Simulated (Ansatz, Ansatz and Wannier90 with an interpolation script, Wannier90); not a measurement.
# PtS2 (1T monolayer): what limits a Wannier interpolation of GW

How do the Wannier model and the GW settings move the interpolated bands of PtS2 (1T monolayer)?

Program: Wannier90 4.0.3. Level of theory: maximally localised Wannier functions from the overlaps of PBEsol states (plane waves, PAW). Results are calculated unless marked as measured.

## Step 1: The starting structure

The cell holds 3 atoms: 1 Pt and 2 S. Its edges and angles: a = 3.538 Å, b = 3.538 Å, c = 28.100 Å, α = 90.0°, β = 90.0°, γ = 120.0°. Vacuum lies along c.

The structure was relaxed with PBEsol. The structure was generated from a model, not taken from a measurement. The runs that relaxed it are not among those shown. Spin-orbit coupling is left out unless a step names it.

## Step 2: Wannier model on 24×24×1, by Wannier90

Localised functions give a small Hamiltonian that interpolates between mesh points at no cost.

The input, w.win:

```
num_iter = 1200
conv_tol = 1.0e-8
conv_window = 5
dis_num_iter = 4000
dis_conv_tol = 1.0e-8
dis_mix_ratio = 0.7
write_hr = true
use_ws_distance = false
num_print_cycles = 50
! ansatz wannier90 interface
! projections by site (counted from 0) and shell: 0 5D, 1 3P, 2 3P
! states of the run's bands (counted from 1): 1-17
num_bands = 17
num_wann  = 11
dis_win_min = -13.1
dis_win_max = -1.07
dis_froz_min = -13.1
dis_froz_max = -4.07
guiding_centres = true
shell_list = 4 1

begin unit_cell_cart
Ang
        3.537675821996538                      0.0                      0.0
       -1.768837910998269        3.063717132202998                      0.0
                      0.0                      0.0                     28.1
end unit_cell_cart

begin atoms_frac
Pt                       0.0                      0.0                      0.5
S         0.3333333333333333       0.6666666666666666             0.5432417398
S         0.6666666666666666       0.3333333333333333             0.4567582602
end atoms_frac

mp_grid = 24 24 1

[... the mesh's points ...]
```

Launch:

```console
OMP_NUM_THREADS=1 mpirun -n 8 wannier90.x w > wannier90.x.log
```

Numbers of over 12 decimals in the logs are rounded to 6 here.

The program printed:

```text
TEM
                                    ------

                              Lattice Vectors (Ang)
                    a_1     3.537676   0.000000   0.000000
                    a_2    -1.768838   3.063717   0.000000
                    a_3     0.000000   0.000000  28.100000

                   Unit Cell Volume:     304.56011  (Ang^3)

                        Reciprocal-Space Vectors (Ang^-1)
                    b_1     1.776077   1.025419  -0.000000
                    b_2     0.000000   2.050837   0.000000
                    b_3     0.000000  -0.000000   0.223601

 *----------------------------------------------------------------------------*
 |   Site       Fractional Coordinate          Cartesian Coordinate (Ang)     |
 +----------------------------------------------------------------------------+
 | pt   1   0.00000   0.00000   0.50000   |    0.00000   0.00000  14.05000    |
 | s    1   0.33333   0.66667   0.54324   |   -0.00000   2.04248  15.26509    |
 | s    2   0.66667   0.33333   0.45676   |    1.76884   1.02124  12.83491    |
 *----------------------------------------------------------------------------*
                                ------------
                                K-POINT GRID
                                ------------

             Grid size = 24 x 24 x  1      Total points =  576

 *---------------------------------- MAIN ------------------------------------*
 |  Number of Wannier Functions               :                11             |
 |  Number of Objective Wannier Functions     :                11             |
 |  Number of input Bloch states              :                17             |
 |  Output verbosity (1=low, 5=high)          :                 1             |
 |  Timing Level (1=low, 5=high)              :                 1             |
 |  Optimisation (0=memory, 3=speed)          :                 3             |
 |  Length Unit                               :               Ang             |
 |  Post-processing setup (write *.nnkp)      :                 F             |
 |  Using Gamma-only branch of algorithms     :                 F             |
 *----------------------------------------------------------------------------*
 *------------------------------- WANNIERISE ---------------------------------*
 |  Total number of iterations                :              1200             |
 |  Number of CG steps before reset           :                 5             |
 |  Trial step length for line search         :             2.000             |
 |  Convergence tolerence                     :         0.100E-07             |
 |  Convergence window                        :                 5             |
 |  Iterations between writing output         :                50             |
 |  Iterations between backing up to disk     :               100             |
[...]
Sum of centres and spreads (  5.306514,  9.191151, 14.050000 )    17.59033117

[...]
Sum of centres and spreads (  5.306514,  9.191151, 42.150000 )    17.59032421

[...]
Sum of centres and spreads (  5.306514,  9.191151, 70.250000 )    17.59031002

[...]
Sum of centres and spreads (  5.306514,  9.191151, 70.250000 )    17.59030541

[...]
Sum of centres and spreads (  5.306514,  9.191151, 42.150000 )    17.59030140

[...]
Cycle:   1000
[...]
Sum of centres and spreads (  5.306514,  9.191151,-70.250000 )    17.59029973

   1000    -0.844E-07     0.0001724567       17.5902997286      11.95  <-- CONV
        O_D=      0.0069766 O_OD=      0.8109641 O_TOT=     17.5902997 <-- SPRD
 Delta: O_D= -0.8852693E-07 O_OD=  0.4129683E-08 O_TOT= -0.8439725E-07 <-- DLTA
[...]
Cycle:   1050
[...]
Sum of centres and spreads (  5.306514,  9.191151, 14.050000 )    17.59029326

   1050    -0.176E-07     0.0002165617       17.5902932646      12.54  <-- CONV
        O_D=      0.0069716 O_OD=      0.8109626 O_TOT=     17.5902933 <-- SPRD
 Delta: O_D= -0.7311735E-08 O_OD= -0.1025603E-07 O_TOT= -0.1756776E-07 <-- DLTA
 ------------------------------------------------------------------------------

             <<<     Delta < 1.000E-08  over  5 iterations     >>>
             <<< Wannierisation convergence criteria satisfied >>>

 Final State
[...]
WF centre and spread    7  ( -0.000000,  2.102110,-12.942992 )     1.96011128
  WF centre and spread    8  ( -0.000000,  1.981431,-12.942850 )     1.95976375
[...]
WF centre and spread   10  (  1.768838,  0.961607, 12.942992 )     1.96011128
  WF centre and spread   11  (  1.768838,  1.082286, 12.942850 )     1.95976375
  Sum of centres and spreads (  5.306514,  9.191151, 14.050000 )    17.59029210

         Spreads (Ang^2)       Omega I      =    16.772359035
        ================       Omega D      =     0.006970606
                               Omega OD     =     0.810962463
    Final Spread (Ang^2)       Omega Total  =    17.590292104
 ------------------------------------------------------------------------------

 Writing checkpoint file w.chk... done

 *---------------------------------------------------------------------------*
 |                               PLOTTING                                    |
 *---------------------------------------------------------------------------*

 *===========================================================================*
 |                             TIMING INFORMATION                            |
 *===========================================================================*
 |    Tag                                                Ncalls      Time (s)|
 |---------------------------------------------------------------------------|
 |kmesh: get                                        :         1         0.162|
 |overlap: read                                     :         1         1.104|
 |dis: main                                         :         1         0.072|
 |wann: main                                        :         1        12.974|
 |plot: main                                        :         1         0.144|
 *---------------------------------------------------------------------------*
 All done: wannier90 exiting
```

Elapsed: 16 s, on 8 MPI ranks of Arm Neoverse V1, shared host.

Numbers from this step:

* gauge-invariant spread: 16.77 Å²
* diagonal spread: 0.006971 Å²
* off-diagonal spread: 0.8110 Å²
* total spread: 17.59 Å²
* disentanglement steps: 3
* r.m.s. interpolation error: 1.17e-5 eV
* r.m.s. error near the gap: 1.29e-5 eV

Near the gap the model misses directly solved bands by 0.0 meV r.m.s. and by 0 meV at most in the window tested. This tests the starting bands, not the corrections carried with them.

## Step 3: Wannier model on 24×24×1, by the program's own minimiser

This step: maximally localised Wannier functions, PBEsol, plane waves, PAW.

The input, input.yaml:

```yaml
crystal:
  lattice:
    - [3.537675822, 0.0, 0.0]
    - [-1.768837911, 3.0637171322, 0.0]
    - [0.0, 0.0, 28.1]
  atoms:
    - { symbol: Pt, position: [0.0, 0.0, 0.5] }
    - { symbol: S, position: [0.3333333333, 0.6666666667, 0.5432417398] }
    - { symbol: S, position: [0.6666666667, 0.3333333333, 0.4567582602] }
  periodic: [true, true, false]
kpoints:
  mp_grid: { grid: [12, 12, 1] }
hamiltonian:
  xc: pbesol
scf:
  occupations: { method: fixed }
  n_extra_bands: 149
output:
  wannier:
    kmesh: [24, 24, 1]
    projections: [{ species: Pt, l: d, shell: 5 }, { species: S, l: p, shell: 3 }]
    minimise: true
    write_hr: true
    seedname: w
    conv_tol: 1.0e-06
    max_iter: 20000
    stability_check: false
    disentanglement:
      window: [-13.1, -1.07]
      frozen_window: [-13.1, -4.07]
      conv_tol: 1.0e-08
```

Launch:

```console
ansatz run input.yaml --threads 12 --pin off --max-ram 22118MiB --backend cpu --events-out ev --progress --plain --runs-dir out
```

The program printed:

```text
scf.n_extra_bands = 149 over 15 filled bands (N_el = 30.0): the run solves 164 bands
Engine: ansatz 0.2.0, aarch64-unknown-linux-gnu
Pseudopotentials: kind: paw
Pseudopotential: Pt, paw, valence charge 18, recommended cutoff 420 eV (normal), Pt.paw.azcp
Pseudopotential: S, paw, valence charge 6, recommended cutoff 420 eV (normal), S.paw.azcp
Functional definition: PBEsol
  exchange = pbesol_x
  correlation = pbesol_c
Crystal: 3 atoms, lattice volume = 304.560 Å³
Basis set: ecut = 420 eV, 5919 PW (Γ)
Bands: 164, of which v1, the nominal top of the filled ones, is band 15 counted from 1 (14 counted from 0)
Symmetry: 12 space group operations
Space group: P-3m1 (ITA 164), of the structure as read, at distance tolerance 6.7e-5 Å
k-points: 19 of 144
Non-local potential: Pt, projectors of the file, l = 0: 3, l = 1: 2, l = 2: 2, l = 3: 1
Non-local potential: S, projectors of the file, l = 0: 2, l = 1: 2, l = 2: 2
PAW form: soft (Blöchl's): semilocal exchange-correlation on the pseudo side does not see the compensation charge
PAW frozen core: Pt, regenerated for the run's functional, and the local potential with it (the file was generated under x = pbe(κ = 0.804, μ = 0.219515), c = pbe(β = 0.066725))
PAW frozen core: S, regenerated for the run's functional, and the local potential with it (the file was generated under x = pbe(κ = 0.804, μ = 0.219515), c = pbe(β = 0.066725))
PAW one-centre angular grid: Pt, 590 points (default); XC on 64 Gauss nodes
PAW one-centre angular grid: S, 110 points (default); XC on 64 Gauss nodes
[...]
SCF converged after 7 iterations
Free energy (F): -14154.818583 eV
Harris-Foulkes:  -14154.818583 eV  (|F-HF|=1.64e-8)
Internal energy: -14154.818583 eV  (E = F + TS)
E sigma→0 (E₀):  -14154.818583 eV
Fermi energy:    -6.348494 eV
--- Per-component energies (eV) ---
  E_band       = -810.920392
  E_kinetic    = 850.374388
  E_local      = -47274.696472  (includes V_loc(G=0)·N_el)
  E_nonlocal   = 258.606358
  E_hartree    = 23065.961430
  E_xc         = -452.278532
  E_vxc        = -476.710752  (∫ρ·V_xc dr)
  E_paw        = -10484.043026  (= ΣΔE_a)
  E_vpaw       = -300.426326  (= ΣTr[D̂ρ^β])
  E_aug_tail   = 0.000181  (compensation charges beyond the density's cutoff)
  E_ewald      = 19880.846211
  E_core_change = 0.410880  (= ΣΔE_core)
  E_smearing   = -0.000000  (= −TS)
  E_closure    = -0.000000  (closes the sum)
  Σ components = -14154.818583   (vs F -14154.818583, Δ=0.00e0)
--- Band table (eV; the first three rows and the last of 19) ---
  k-point 0: bands = [... 11 lower, -7.1430, -7.0706, -6.6420, -6.6420, -3.0320, -3.0320, -0.8466 (-0.8471°), -0.6583 (-0.6590°), ... 145 higher]
  k-point 1: bands = [... 11 lower, -7.5664, -6.9263, -6.5984, -6.4456, -3.4939, -3.1606, -0.6369 (-0.6377°), -0.4017 (-0.4040°), ... 145 higher]
  k-point 2: bands = [... 11 lower, -8.1256, -6.6294, -6.5790, -6.3798, -4.2856, -3.3977, -0.1514 (-0.1534°), 0.0075 (0.0029°), ... 145 higher]
  k-point 18: bands = [... 11 lower, -8.9536, -8.7036, -7.0952, -7.0952, -4.1725, -4.1725, 0.6113, 2.6438, ... 145 higher]
  ° read free of the cell's end (the report's vacuum.weakly_bound_levels)
  °? not known for the slab's own: over its row's bound_up_to_ev there, or no deeper under its free states than its continued_xc_part_ev in size
Wannier search: line search 1 of at most 20000: gauge-dependent spread (as the search counts it) 0.9974759 Å², largest recent change 7.4e-2 Å² against conv_tol 1.0e-6 Å², 0 stops escaped
```

The job ended after 95 s (12 threads; peak memory 9.9 GiB).

Numbers from this step:

* gauge-invariant spread: 16.77 Å²
* diagonal spread: 0.007039 Å²
* off-diagonal spread: 0.8111 Å²
* total spread: 17.59 Å²
* least projectability: 0.5448
* localisation steps: 62
* disentanglement steps: 3
* r.m.s. interpolation error: 6.90e-6 eV
* r.m.s. error near the gap: 7.03e-6 eV

Near the gap the model misses directly solved bands by 0.0 meV r.m.s. and by 0 meV at most in the window tested. This tests the starting bands, not the corrections carried with them.

Frozen up to 2.28 eV; above it the model need not follow the bands. Electronic bands along the path, in eV, zero at the valence-band top; v1 is the highest filled band, c1 the lowest empty one:

| point | v4 | v3 | v2 | v1 | c1 | c2 |
| --- | --- | --- | --- | --- | --- | --- |
| Γ | -0.79 | -0.72 | -0.29 | -0.29 | 3.32 | 3.32 |
| halfway | -2.10 | -0.44 | -0.43 | -0.15 | 1.78 | 2.85 |
| M | -2.22 | -2.12 | -1.75 | -1.44 | 2.91 | 3.08 |
| halfway | -2.37 | -2.32 | -1.15 | -0.79 | 2.33 | 2.68 |
| K | -2.61 | -2.36 | -0.75 | -0.75 | 2.18 | 2.18 |
| halfway | -2.16 | -0.84 | -0.51 | 0.00 | 2.10 | 2.20 |
| Γ | -0.79 | -0.72 | -0.29 | -0.29 | 3.32 | 3.32 |

The same for Kohn-Sham, solved directly:

```csv
point,v4,v3,v2,v1,c1,c2
Γ,-0.79,-0.72,-0.29,-0.29,3.32,3.32
M,-2.22,-2.12,-1.75,-1.44,2.91,3.08
K,-2.61,-2.36,-0.75,-0.75,2.18,2.18
Γ,-0.79,-0.72,-0.29,-0.29,3.32,3.32
```

## Step 4: Wannier model on 12×12×1, by Wannier90

This step: maximally localised Wannier functions from the overlaps of PBEsol states (plane waves, PAW).

Edit w.win of step 2 so:

```diff
@@ -19,3 +19,3 @@
 guiding_centres = true
-shell_list = 4 1
+shell_list = 2 1
 
@@ -34,3 +34,3 @@
 
-mp_grid = 24 24 1
+mp_grid = 12 12 1
```

Launch:

```console
OMP_NUM_THREADS=1 mpirun -n 8 wannier90.x w > wannier90.x.log
```

The program printed:

```text
[banner, memory and clock lines left out]
TEM
                                    ------

                              Lattice Vectors (Ang)
                    a_1     3.537676   0.000000   0.000000
                    a_2    -1.768838   3.063717   0.000000
                    a_3     0.000000   0.000000  28.100000

                   Unit Cell Volume:     304.56011  (Ang^3)

                        Reciprocal-Space Vectors (Ang^-1)
                    b_1     1.776077   1.025419  -0.000000
                    b_2     0.000000   2.050837   0.000000
                    b_3     0.000000  -0.000000   0.223601

 *----------------------------------------------------------------------------*
 |   Site       Fractional Coordinate          Cartesian Coordinate (Ang)     |
 +----------------------------------------------------------------------------+
 | pt   1   0.00000   0.00000   0.50000   |    0.00000   0.00000  14.05000    |
 | s    1   0.33333   0.66667   0.54324   |   -0.00000   2.04248  15.26509    |
 | s    2   0.66667   0.33333   0.45676   |    1.76884   1.02124  12.83491    |
 *----------------------------------------------------------------------------*
                                ------------
                                K-POINT GRID
                                ------------

             Grid size = 12 x 12 x  1      Total points =  144

 *---------------------------------- MAIN ------------------------------------*
 |  Number of Wannier Functions               :                11             |
 |  Number of Objective Wannier Functions     :                11             |
 |  Number of input Bloch states              :                17             |
 |  Output verbosity (1=low, 5=high)          :                 1             |
[...]
O_D=      0.0069201 O_OD=      0.8352176 O_TOT=     17.4046622 <-- SPRD
 Delta: O_D= -0.1920177E-07 O_OD=  0.6351563E-08 O_TOT= -0.1285021E-07 <-- DLTA

             <<<     Delta < 1.000E-08  over  5 iterations     >>>
             <<< Wannierisation convergence criteria satisfied >>>

 Final State
[...]
WF centre and spread    7  (  0.000000,  2.101040,-12.942728 )     1.93182858
  WF centre and spread    8  (  0.000000,  1.981933,-12.942518 )     1.93162124
[...]
WF centre and spread   10  (  1.768838,  0.962677, 12.942728 )     1.93182858
  WF centre and spread   11  (  1.768838,  1.081785, 12.942518 )     1.93162124
  Sum of centres and spreads (  5.306514,  9.191151,-42.150000 )    17.40466164

         Spreads (Ang^2)       Omega I      =    16.562524477
        ================       Omega D      =     0.006918587
                               Omega OD     =     0.835218578
    Final Spread (Ang^2)       Omega Total  =    17.404661642

 Writing checkpoint file w.chk... done

 *---------------------------------------------------------------------------*
 |                               PLOTTING                                    |
 *---------------------------------------------------------------------------*

 *===========================================================================*
 |                             TIMING INFORMATION                            |
 *===========================================================================*
 |    Tag                                                Ncalls      Time (s)|
 |---------------------------------------------------------------------------|
 |kmesh: get                                        :         1         0.042|
 |overlap: read                                     :         1         0.276|
 |dis: main                                         :         1         0.025|
 |wann: main                                        :         1         2.320|
 |plot: main                                        :         1         0.038|
 *---------------------------------------------------------------------------*
 All done: wannier90 exiting
```

Elapsed: 3.4 s, on 8 MPI ranks; 26 s of CPU time.

Numbers from this step:

| Property | Result |
| --- | --- |
| gauge-invariant spread | 16.56 Å² |
| diagonal spread | 0.006919 Å² |
| off-diagonal spread | 0.8352 Å² |
| total spread | 17.40 Å² |
| disentanglement steps | 3 |
| r.m.s. interpolation error | 2.19e-4 eV |
| r.m.s. error near the gap | 3.46e-4 eV |

Near the gap the model misses directly solved bands by 0.3 meV r.m.s. and by 2 meV at most in the window tested. This tests the starting bands, not the corrections carried with them.

Frozen up to 2.28 eV; above it the model need not follow the bands. Electronic bands along the path, in eV, zero at the valence-band top; v1 is the highest filled band, c1 the lowest empty one:

| point | v4 | v3 | v2 | v1 | c1 | c2 |
| --- | --- | --- | --- | --- | --- | --- |
| Γ | -0.79 | -0.72 | -0.29 | -0.29 | 3.32 | 3.32 |
| halfway | -2.10 | -0.44 | -0.43 | -0.15 | 1.78 | 2.85 |
| M | -2.22 | -2.12 | -1.75 | -1.44 | 2.91 | 3.08 |
| halfway | -2.37 | -2.32 | -1.15 | -0.79 | 2.33 | 2.68 |
| K | -2.60 | -2.36 | -0.75 | -0.75 | 2.18 | 2.18 |
| halfway | -2.16 | -0.84 | -0.51 | 0.00 | 2.10 | 2.20 |
| Γ | -0.79 | -0.72 | -0.29 | -0.29 | 3.32 | 3.32 |

The same for Kohn-Sham, solved directly:

```
point     v4     v3     v2     v1    c1    c2
    Γ  -0.79  -0.72  -0.29  -0.29  3.32  3.32
    M  -2.22  -2.12  -1.75  -1.44  2.91  3.08
    K  -2.61  -2.36  -0.75  -0.75  2.18  2.18
    Γ  -0.79  -0.72  -0.29  -0.29  3.32  3.32
```

(Part 1 of 2 ends here.)

[Paths, hosts, dates, memory and timing lines, banners, echoed tables and standing remarks are left out of the program output.]

[Logs are printed without paths, hosts, clocks, repeated set-up lines and the standing remarks that a program may print on its own settings, such as how far it seeks lower states.]

[Runs of the session that timed out or met a known fault of the program may be left out.]

[Hosts, paths, dates, database ids (printed as entryN), source tags and the programs' standing remarks are cut or masked in the printed files.]
